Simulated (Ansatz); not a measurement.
**WSe2 (P6_3/mmc): the gap up the ladder of methods**

Aim: the gap of WSe2 (P6_3/mmc) at several levels of theory on one structure, with the time that each takes.

Method: density functionals, hybrids and G0W0, plane waves, PAW, in Ansatz 0.2.0.

The database entry behind the starting cell differs from later determinations by our own check (a about 0.2 % long), so it need not match the best structure at ambient conditions.

### 1. The structure

It takes space group P6_3/mmc (No. 194, hexagonal). Conventional cell: a = 3.290 Å, b = 3.290 Å, c = 12.970 Å, α = 90.00°, β = 90.00°, γ = 120.00°. W has 6 Se at 2.53 Å nearest. Se has 3 W at 2.53 Å nearest. Farther neighbours and most contacts between anions are not listed.

Coordinates:

```cif
data_structure
_symmetry_space_group_name_H-M 'P 1'
_symmetry_Int_Tables_number 1
_cell_length_a 3.2900
_cell_length_b 3.2900
_cell_length_c 12.9700
_cell_angle_alpha 90.000
_cell_angle_beta 90.000
_cell_angle_gamma 120.000
_cell_volume 121.58
loop_
_atom_site_label
_atom_site_type_symbol
_atom_site_fract_x
_atom_site_fract_y
_atom_site_fract_z
_atom_site_occupancy
W1 W 0.33333 0.66667 0.25000 1
W2 W 0.66667 0.33333 0.75000 1
Se3 Se 0.33333 0.66667 0.62100 1
Se4 Se 0.66667 0.33333 0.12100 1
Se5 Se 0.33333 0.66667 0.87900 1
Se6 Se 0.66667 0.33333 0.37900 1
```

The cell and positions come from the Crystallography Open Database and are kept as given unless a step says otherwise. Spin-orbit coupling is left out unless a step names it. The default PAW set here is soft_2. Its files were made with PBE.

### 2. PBE on the 12×12×2 mesh

Levels along a band path and on the mesh show where this functional puts the band edges.

This step: DFT, PBE, plane waves, PAW.

input.yaml reads:

```yaml
crystal:
  lattice:
    - [3.29, 0.0, 0.0]
    - [-1.645, 2.8492235785, 0.0]
    - [0.0, 0.0, 12.97]
  atoms:
    - { symbol: W, position: [0.3333333333, 0.6666666667, 0.25] }
    - { symbol: W, position: [0.6666666667, 0.3333333333, 0.75] }
    - { symbol: Se, position: [0.3333333333, 0.6666666667, 0.621] }
    - { symbol: Se, position: [0.6666666667, 0.3333333333, 0.121] }
    - { symbol: Se, position: [0.3333333333, 0.6666666667, 0.879] }
    - { symbol: Se, position: [0.6666666667, 0.3333333333, 0.379] }
kpoints:
  mp_grid: { grid: [12, 12, 2] }
  band_path:
    path:
      - [[0.0, 0.0, 0.0], [0.5, 0.0, 0.0], [0.33333333, 0.33333333, 0.0], [0.0, 0.0, 0.0], [0.0, 0.0, 0.5], [0.5, 0.0, 0.5], [0.33333333, 0.33333333, 0.5], [0.0, 0.0, 0.5]]
      - [[0.5, 0.0, 0.5], [0.5, 0.0, 0.0]]
      - [[0.33333333, 0.33333333, 0.5], [0.33333333, 0.33333333, 0.0]]
    npoints: 10
hamiltonian:
  xc: pbe
scf:
  occupations: { method: fermi_dirac, width: 0.02 }
  n_extra_bands: 6
output:
  eigenvalues: true
  write_density: true
  write_potential: true
  elf: true
  volumetric_format: npy
```

Started as:

```console
> ansatz run input.yaml --threads 4 --pin off --max-ram 138240MiB --backend cuda --events-out ev --progress --plain --runs-dir out --devices 1 --max-vram 26GiB  # rebuilt from the run's record
```

Numbers of over 12 decimals in the logs are rounded to 6 here.

Output:

```text
scf.n_extra_bands = 6 over 46 filled bands (N_el = 92.0): the run solves 52 bands
GPUs: using 1 of 1 available (devices: 1).
Engine: ansatz 0.2.0, x86_64-unknown-linux-gnu
Pseudopotentials: kind: paw
Pseudopotential: W, paw, valence charge 14, recommended cutoff 420 eV (normal), W.paw.azcp
Pseudopotential: Se, paw, valence charge 16, recommended cutoff 420 eV (normal), Se.paw.azcp
Functional definition: PBE
  parameter kappa = 0.804
  parameter beta = 0.066725
  exchange = pbe_x(kappa = kappa, mu = beta*pi^2/3)
  correlation = pbe_c(beta = beta)
device memory: the entry about to start is reckoned to put 4.1 GiB on a device that reports 67.7 GiB free (of which the cap on the GPU budget leaves the run 26.0 GiB)
GPU FFT provider: cuFFT
GPU libraries: cuBLAS 13.8.2, cuFFT 12.4.0, cuSOLVER 12.3.4
Crystal: 6 atoms, lattice volume = 121.580 Å³
Basis set: ecut = 420 eV, 2419 PW (Γ)
Bands: 52, of which v1, the nominal top of the filled ones, is band 46 counted from 1 (45 counted from 0)
Symmetry: 24 space group operations
Space group: P63/mmc (ITA 194), of the structure as read, at distance tolerance 5.0e-5 Å
k-points: 38 of 288
Non-local potential: W, projectors of the file, l = 0: 3, l = 1: 2, l = 2: 2, l = 3: 1
Non-local potential: Se, projectors of the file, l = 0: 2, l = 1: 2, l = 2: 3, l = 3: 1
PAW form: soft (Blöchl's): semilocal exchange-correlation on the pseudo side does not see the compensation charge
PAW one-centre angular grid: W, 590 points (default); XC on 64 Gauss nodes
PAW one-centre angular grid: Se, 590 points (default); XC on 64 Gauss nodes
Initial density: superposition of atomic densities (neutral atoms: chi_scale 0, normalization atom), corrected by the library's trained network
Initial wavefunctions: pseudopotential atomic-orbital guess
GPU buffer pool allocated for 51840 grid points (all kernels)
GPU transforms: local potential and band sums: pruned to the plane-wave sphere, on 24×24×90
Functional: x = pbe(κ = 0.804, μ = 0.219515), c = pbe(β = 0.066725)
SCF iter   1: F=—  HF=-42649.195806 eV  |F-HF|=—  |Δ(HF+E_count)|=         —  Δρ=4.31e-3  dr2=5.43e-3  ethr=1.77e-3  ⟨swp⟩=6.0  Hψ=6975  notcnv=0
preconditioner: auto → Resta (q_TF=auto, 2.604 Å⁻¹)  ε∞=7.4  [insulator: Δε(μ)=0.971 eV  Ē_g=7.989 eV  σ=0.020 eV  W_gap=1.00  n_scr=40 (ndim 8)  ℏωp=20.2 eV  f_vac=0.044  D(μ)=0.00/eV (n_scr^D=0)  ε∞_Penn≈7.4]
SCF iter   2: F=—  HF=-42649.204456 eV  |F-HF|=—  |Δ(HF+E_count)|=   8.65e-3  Δρ=2.52e-3  dr2=1.82e-3  ethr=5.90e-6  ⟨swp⟩=2.0  Hψ=3480  notcnv=0  defer=19
SCF iter   3: F=—  HF=-42649.208912 eV  |F-HF|=—  |Δ(HF+E_count)|=   4.46e-3  Δρ=3.30e-4  dr2=2.88e-4  ethr=1.98e-6  ⟨swp⟩=2.0  Hψ=2870  notcnv=0  defer=19
SCF iter   4: F=—  HF=-42649.208990 eV  |F-HF|=—  |Δ(HF+E_count)|=   7.78e-5  Δρ=8.66e-5  dr2=3.67e-6  ethr=3.13e-7  ⟨swp⟩=2.0  Hψ=3600  notcnv=0  defer=19
SCF iter   5: F=—  HF=-42649.209008 eV  |F-HF|=—  |Δ(HF+E_count)|=   1.74e-5  Δρ=2.94e-5  dr2=6.24e-7  ethr=3.99e-9  ⟨swp⟩=2.0  Hψ=3395  notcnv=0  defer=19
SCF iter   6: F=-42649.209009 eV  HF=-42649.209009 eV  |F-HF|=6.74e-8  |Δ(HF+E_count)|=   1.64e-6  Δρ=7.42e-6  dr2=7.64e-8  ethr=1.09e-10  ⟨swp⟩=2.9  Hψ=6121  notcnv=0
SCF 1 converged in 6 iterations: F = -42649.209009 eV  dr2 = 7.64e-8
[...]
device memory: the entry about to start is reckoned to put 6.9 GiB on a device that reports 67.7 GiB free (of which the cap on the GPU budget leaves the run 26.0 GiB)
NSCF: frozen V_eff on 93 k-points, pencils in batches of 32, up to order 232
SCF converged after 6 iterations
Free energy (F): -42649.209009 eV
Harris-Foulkes:  -42649.209009 eV  (|F-HF|=6.74e-8)
Internal energy: -42649.209009 eV  (E = F + TS)
E sigma→0 (E₀):  -42649.209009 eV
Fermi energy:    13.426764 eV
--- Per-component energies (eV) ---
  E_band       = -1683.245191
  E_kinetic    = 1379.655177
  E_local      = -11426.392972  (includes V_loc(G=0)·N_el)
  E_nonlocal   = -2379.712502
  E_hartree    = 5496.521539
  E_xc         = -953.321397
  E_vxc        = -873.931565  (∫ρ·V_xc dr)
  E_paw        = -24771.110923  (= ΣΔE_a)
  E_vpaw       = 624.109434  (= ΣTr[D̂ρ^β])
  E_aug_tail   = -0.002475  (compensation charges beyond the density's cutoff)
  E_ewald      = -9994.845457
  E_smearing   = -0.000000  (= −TS)
  E_closure    = -0.000000  (closes the sum)
  Σ components = -42649.209009   (vs F -42649.209009, Δ=0.00e0)
--- Band table (eV; the first three rows and the last of 38) ---
  k-point 0: bands = [... 42 lower, 11.4570, 11.8529, 11.8903, 12.9575, 15.5965, 15.5965, 15.6470, 15.6470, ... 2 higher]
  k-point 1: bands = [... 42 lower, 11.4294, 11.4294, 12.7410, 12.7410, 15.6020, 15.6020, 15.6020, 15.6020, ... 2 higher]
  k-point 2: bands = [... 42 lower, 11.3931, 11.8773, 12.0810, 12.7852, 15.3666, 15.4010, 15.4479, 15.5227, ... 2 higher]
  k-point 37: bands = [... 42 lower, 10.2229, 10.2229, 12.6170, 12.6170, 14.2840, 14.2840, 15.3886, 15.3886, ... 2 higher]
```

The job ended after 13 s (1 × NVIDIA H100 80GB HBM3 (shared by 3 runs) with 4 threads of AMD EPYC 7R13 (Zen 3), shared host; peak memory 1 GiB; 4.7 s of CPU time).

The column dr2 measures how far the density is from self-consistency, as an energy; F and HF (Harris–Foulkes) agree once it is small.

Numbers from this step:

```yaml
filled_bands: 46
gap: 0.9743 eV
valence_top_at: Γ
conduction_bottom_at: k = (0.167, 0.167, 0.000)
least_direct_gap: 1.527 eV
```

Over mesh and path the gap is 0.974 eV, from k = Γ to k = (0.167, 0.167, 0.000). The least direct gap found is 1.527 eV, at k = (0.333, 0.333, 0.000).

### 3. PBE+SOC on the 12×12×2 mesh

This run has two-component orbitals with spin-orbit coupling.

This step: DFT, PBE with spin-orbit coupling, plane waves, PAW.

input.yaml, the sections that differ from step 2:

```yaml
kpoints:
  mp_grid: { grid: [12, 12, 2] }
  band_path:
    path:
      - [0.0, 0.0, 0.0]
      - [0.5, 0.0, 0.0]
      - [0.33333333, 0.33333333, 0.0]
      - [0.0, 0.0, 0.5]
      - [0.5, 0.0, 0.5]
      - [0.33333333, 0.33333333, 0.5]
      - [0.1666666667, 0.1666666667, 0.0]
    npoints: 1
scf:
  occupations: { method: fermi_dirac, width: 0.02 }
  n_extra_bands: 12
magnetization:
  noncollinear: true
  spin_orbit: true
output:
  eigenvalues: true
# crystal, hamiltonian: as in step 2
```

Output:

```text
[...]
GPUs: using 1 of 1 available (devices: 1).
[...]
non-collinear run that drives no moment, with spin-orbit: no starting moment large enough to seed its density (crystal.atoms[].spin), no starting occupations that ask for one, no magnetisation constraint and no magnetic field, so the semilocal B_xc is pinned to zero
[...]
GPU FFT provider: cuFFT
GPU libraries: cuBLAS 13.8.2, cuFFT 12.4.0, cuSOLVER 12.3.4
Crystal: 6 atoms, lattice volume = 121.580 Å³
Basis set: ecut = 420 eV, 2419 PW (Γ)
Bands: 104, of which v1, the nominal top of the filled ones, is band 92 counted from 1 (91 counted from 0)
Symmetry: 24 space group operations + 24 with time reversal
[...]
k-points: 38 of 288
Projection manifold: j_resolved (fully-relativistic pseudo-atomic orbitals)
[...]
GPU buffer pool allocated for 51840 grid points (all kernels)
[...]
site 1: m = (+0.0000, +0.0000, +0.0000) μB, |m| = 0.0000 μB  (R = 1.04 Å)
  site 2: m = (+0.0000, +0.0000, +0.0000) μB, |m| = 0.0000 μB  (R = 1.04 Å)
  site 3: m = (+0.0000, +0.0000, +0.0000) μB, |m| = 0.0000 μB  (R = 1.04 Å)
  site 4: m = (+0.0000, +0.0000, +0.0000) μB, |m| = 0.0000 μB  (R = 1.04 Å)
  site 5: m = (+0.0000, +0.0000, +0.0000) μB, |m| = 0.0000 μB  (R = 1.04 Å)
Free energy (F): -42699.066690 eV
[...]
Internal energy: -42699.066690 eV  (E = F + TS)
E sigma→0 (E₀):  -42699.066690 eV
Fermi energy:    13.457944 eV
[...]
--- Band table (eV; the first three rows and the last of 38) ---
  k-point 0: bands = [... 88 lower, 11.9672, 11.9672, 13.0235, 13.0235, 15.4283, 15.4283, 15.4820, 15.4820, ... 8 higher]
  k-point 1: bands = [... 88 lower, 12.7978, 12.7978, 12.7978, 12.7978, 15.4462, 15.4462, 15.4462, 15.4462, ... 8 higher]
  k-point 2: bands = [... 88 lower, 12.1066, 12.1066, 12.8431, 12.8431, 15.3003, 15.3003, 15.3779, 15.3779, ... 8 higher]
  k-point 37: bands = [... 88 lower, 12.4064, 12.4064, 12.8564, 12.8564, 14.2406, 14.2406, 14.2808, 14.2808, ... 8 higher]
[key lines of the parts left out:]
SCF converged after 9 iterations
Magnetization: |M| = 0.0000 μB,  M = (+0.0000, +0.0000, +0.0000) μB
```

It took 8.6 s on 1 × NVIDIA H100 80GB HBM3 (shared by 3 runs) with 4 threads; peak memory 1 GiB; 18 s of CPU time.

This step gave:

```
gap                  : 0.9048 eV
valence top at       : Γ
conduction bottom at : k = (0.167, 0.167, 0.000)
least direct gap     : 1.313 eV
```

Over mesh and listed points the gap is 0.905 eV, from k = Γ to k = (0.167, 0.167, 0.000). The least direct gap found is 1.313 eV, at k = (0.333, 0.333, 0.000). PBE+SOC against PBE: 0.905 − 0.974 = −0.069 eV, with the same mesh, set of files (read in its fully relativistic form for the spin-orbit run) and cutoff, and both edges at the same k points. The spin-orbit run sees mesh and listed points alone, so its gap is an upper bound: the coupling can move an edge off these points, and the change over the zone, its sign included where it is small, is not known.

### 4. HSE06 on the 6×6×2 mesh

HSE06 mixes in a quarter of exact exchange at short range.

This step: DFT, HSE06, plane waves, PAW.

input.yaml: that of step 3 with these lines changed.

```diff
@@ -13,3 +13,3 @@
 kpoints:
-  mp_grid: { grid: [12, 12, 2] }
+  mp_grid: { grid: [6, 6, 2] }
   band_path:
@@ -25,10 +25,11 @@
 hamiltonian:
-  xc: pbe
+  xc: hse06
 scf:
-  occupations: { method: fermi_dirac, width: 0.02 }
-  n_extra_bands: 12
-magnetization:
-  noncollinear: true
-  spin_orbit: true
+  occupations: { method: fixed }
+  n_extra_bands: 6
 output:
   eigenvalues: true
+  write_density: true
+  write_potential: true
+  elf: true
+  volumetric_format: npy
```

Output:

```text
[...]
GPUs: using 1 of 1 available (devices: 1).
[...]
davidson cushion auto → on  (no smearing: the cushion is to keep the highest requested band from converging to the state above it; pin scf.eigensolver.cushion to override)
[...]
GPU FFT provider: cuFFT
GPU libraries: cuBLAS 13.8.2, cuFFT 12.4.0, cuSOLVER 12.3.4
Crystal: 6 atoms, lattice volume = 121.580 Å³
Basis set: ecut = 420 eV, 2419 PW (Γ)
[...]
Fermi energy:    12.634012 eV
[...]
--- Band table (eV; the first three rows and the last of 14) ---
  k-point 0: bands = [... 42 lower, 10.9438, 11.3276, 11.4059, 12.6340, 15.9085, 15.9085, 15.9617, 15.9617, ... 2 higher]
  k-point 1: bands = [... 42 lower, 10.9119, 10.9119, 12.3695, 12.3695, 15.9102, 15.9102, 15.9102, 15.9102, ... 2 higher]
  k-point 2: bands = [... 42 lower, 10.5129, 11.3510, 11.4050, 11.8830, 14.8410, 15.4521, 15.4583, 15.5447, ... 2 higher]
  k-point 13: bands = [... 42 lower, 9.5026, 9.5026, 12.2768, 12.2768, 14.4100, 14.4100, 15.6929, 15.6929, ... 2 higher]
[key lines of the parts left out:]
Free energy (F): -42657.166890 eV
```

The job ended after 34 s (1 × NVIDIA H100 80GB HBM3 (shared by 3 runs) with 4 threads; peak memory 1.5 GiB; 54 s of CPU time).

Numbers from this step:

```
gap                     : 1.446 eV
valence top at          : Γ
conduction bottom at    : k = (0.167, 0.167, 0.000)
least direct gap        : 1.985 eV
exact-exchange fraction : 0.25
```

Over mesh and listed points the gap is 1.446 eV, from k = Γ to k = (0.167, 0.167, 0.000). The least direct gap found is 1.985 eV, at k = (0.333, 0.333, 0.000). HSE06 against PBE: 1.446 − 0.974 = +0.472 eV. The runs also differ in mesh (12×12×2 and 6×6×2), so how much of this comes from the functional alone is not known.

### 5. HSE06+SOC on the 6×6×2 mesh

This step: DFT, HSE06 with spin-orbit coupling, plane waves, PAW.

input.yaml: that of step 4 with these lines changed.

```diff
@@ -27,4 +27,7 @@
 scf:
-  occupations: { method: fixed }
-  n_extra_bands: 6
+  occupations: { method: fermi_dirac, width: 0.02 }
+  n_extra_bands: 12
+magnetization:
+  noncollinear: true
+  spin_orbit: true
 output:
```

Output:

```text
[...]
GPUs: using 1 of 1 available (devices: 1).
[...]
GPU FFT provider: cuFFT
GPU libraries: cuBLAS 13.8.2, cuFFT 12.4.0, cuSOLVER 12.3.4
Crystal: 6 atoms, lattice volume = 121.580 Å³
Basis set: ecut = 420 eV, 2419 PW (Γ)
Bands: 104, of which v1, the nominal top of the filled ones, is band 92 counted from 1 (91 counted from 0)
Symmetry: 24 space group operations + 24 with time reversal
[...]
--- Band table (eV; the first three rows and the last of 14) ---
  k-point 0: bands = [... 88 lower, 11.5420, 11.5420, 12.7126, 12.7126, 15.7207, 15.7207, 15.7774, 15.7774, ... 8 higher]
  k-point 1: bands = [... 88 lower, 12.4393, 12.4393, 12.4393, 12.4393, 15.7388, 15.7388, 15.7388, 15.7388, ... 8 higher]
  k-point 2: bands = [... 88 lower, 11.4829, 11.4829, 11.9387, 11.9387, 14.8415, 14.8415, 15.3613, 15.3613, ... 8 higher]
  k-point 13: bands = [... 88 lower, 12.0202, 12.0202, 12.5741, 12.5741, 14.3762, 14.3762, 14.3877, 14.3877, ... 8 higher]
[key lines of the parts left out:]
Magnetization: |M| = 0.0000 μB,  M = (+0.0000, +0.0000, +0.0000) μB
Free energy (F): -42666.091757 eV
Fermi energy:    13.375082 eV
```

It took 2.1 min on 1 × NVIDIA H100 80GB HBM3 (shared by 3 runs) with 4 threads; peak memory 3.1 GiB; 6.2 min of CPU time.

Numbers from this step:

| Quantity | Value |
| --- | --- |
| gap | 1.360 eV |
| valence top at | Γ |
| conduction bottom at | k = (0.167, 0.167, 0.000) |
| least direct gap | 1.733 eV |
| exact-exchange fraction | 0.25 |

Over mesh and listed points the gap is 1.360 eV, from k = Γ to k = (0.167, 0.167, 0.000). The least direct gap found is 1.733 eV, at k = (0.333, 0.333, 0.000). HSE06+SOC against HSE06: 1.360 − 1.446 = −0.086 eV, with the same mesh, set of files (read in its fully relativistic form for the spin-orbit run) and cutoff, and both edges at the same k points. The spin-orbit run sees mesh and listed points alone, so its gap is an upper bound: the coupling can move an edge off these points, and the change over the zone, its sign included where it is small, is not known.

### 6. G0W0@PBE, 6×6×2 mesh, 2045 empty bands, screening to 380 eV, hard PAW files

G0W0 replaces the xc potential by a self-energy built once from the orbitals of the start. Levels are corrected in the window of bands that the input names, at points of the mesh.

This step: G0W0 on PBE, plane waves, PAW.

input.yaml reads:

```yaml
crystal:
  lattice:
    - [3.29, 0.0, 0.0]
    - [-1.645, 2.8492235785, 0.0]
    - [0.0, 0.0, 12.97]
  atoms:
    - { symbol: W, position: [0.3333333333, 0.6666666667, 0.25] }
    - { symbol: W, position: [0.6666666667, 0.3333333333, 0.75] }
    - { symbol: Se, position: [0.3333333333, 0.6666666667, 0.621] }
    - { symbol: Se, position: [0.6666666667, 0.3333333333, 0.121] }
    - { symbol: Se, position: [0.3333333333, 0.6666666667, 0.879] }
    - { symbol: Se, position: [0.6666666667, 0.3333333333, 0.379] }
kpoints:
  mp_grid: { grid: [6, 6, 2] }
hamiltonian:
  xc: pbe
  pseudopotentials: { kind: paw, source: ansatz }
scf:
  occupations: { method: fixed }
gw:
  n_empty_bands: 2045
  ecut_chi: 380
  qp_bands: [v2, c2]
  qp_kpoints: band_edges
  screening: { model: contour_deformation }
```

Output:

```text
GPUs: using 1 of 1 available (devices: 1).
[...]
GPU FFT provider: cuFFT
GPU libraries: cuBLAS 13.8.2, cuFFT 12.4.0, cuSOLVER 12.3.4
Crystal: 6 atoms, lattice volume = 121.580 Å³
Basis set: ecut = 760 eV, 5861 PW (Γ)
Bands: 72, of which v1, the nominal top of the filled ones, is band 60 counted from 1 (59 counted from 0)
Symmetry: 24 space group operations
[...]
k-points: 14 of 72
[...]
1    62     17.5663   -13.8598    -4.4617   -18.1698  0.7542    17.4150    17.4146  root
[...]
13    59     14.5838   -18.3914     0.1065   -17.7336  0.7503    14.0285    14.0325  root
    13    60     14.5838   -18.3914     0.1065   -17.7336  0.7503    14.0285    14.0325  root
    13    61     16.2499   -15.5769    -4.2760   -19.6915  0.7418    16.0889    16.0885  root
    13    62     16.2499   -15.5769    -4.2760   -19.6915  0.7418    16.0889    16.0885  root
[key lines of the parts left out:]
SCF converged after 10 iterations
Free energy (F): -57642.162479 eV
Fermi energy:    14.919853 eV
```

Wall time 5.5 min (1 × NVIDIA H100 80GB HBM3 (shared by 3 runs) with 4 threads); peak memory 14 GiB; 13 min of CPU time.

This step gave:

```
bands summed                                    : 2105
RPA ε∞ on this mesh (eigenvalues)               : 7.113, 15.20, 15.20
plane waves in the screening matrix             : 2033
G0W0 gap over the corrected points              : 1.322 eV
k of the valence top                            : 0, 0, 0
k of the conduction bottom                      : 0.1667, 0.1667, 0
starting gap on the mesh                        : 0.9770 eV
Z at the valence top                            : 0.7502
Z at the conduction bottom                      : 0.7625
least direct G0W0 gap over the corrected points : 1.915 eV
```

Over 10 of 14 irreducible mesh points the G0W0 gap is 1.322 eV, from k = Γ to k = (0.167, 0.167, 0.000). The PBE gap of this run on the mesh is 0.977 eV. The two states that bound the G0W0 gap lie that far apart at the start, so the correction of the gap is 1.322 − 0.977 = +0.345 eV.

[end of part 1 of 2]

[Paths, hosts, dates, memory and timing lines, banners, echoed tables and standing remarks are left out of the program output.]

[Logs are printed without paths, hosts, clocks, repeated set-up lines and the standing remarks that a program may print on its own settings, such as how far it seeks lower states.]

[Runs of the session that timed out or met a known fault of the program may be left out.]

[Cells called generated may have been cut or substituted from an entry of the Crystallography Open Database or the Materials Project.]

[Hosts, paths, dates, database ids (printed as entryN), source tags and the programs' standing remarks are cut or masked in the printed files.]

[Where an RPA ε∞ is given, it is that of the G0W0 mesh and is not shown converged in it. Names of k-points follow the symmetry that the program found, which can be lower than the space group named. Band edges on a path are those of the sampled points; other points can move an edge, and change direct to indirect where valleys lie close.]

[Hybrid gaps are those of their k-mesh and are not shown converged in it.]
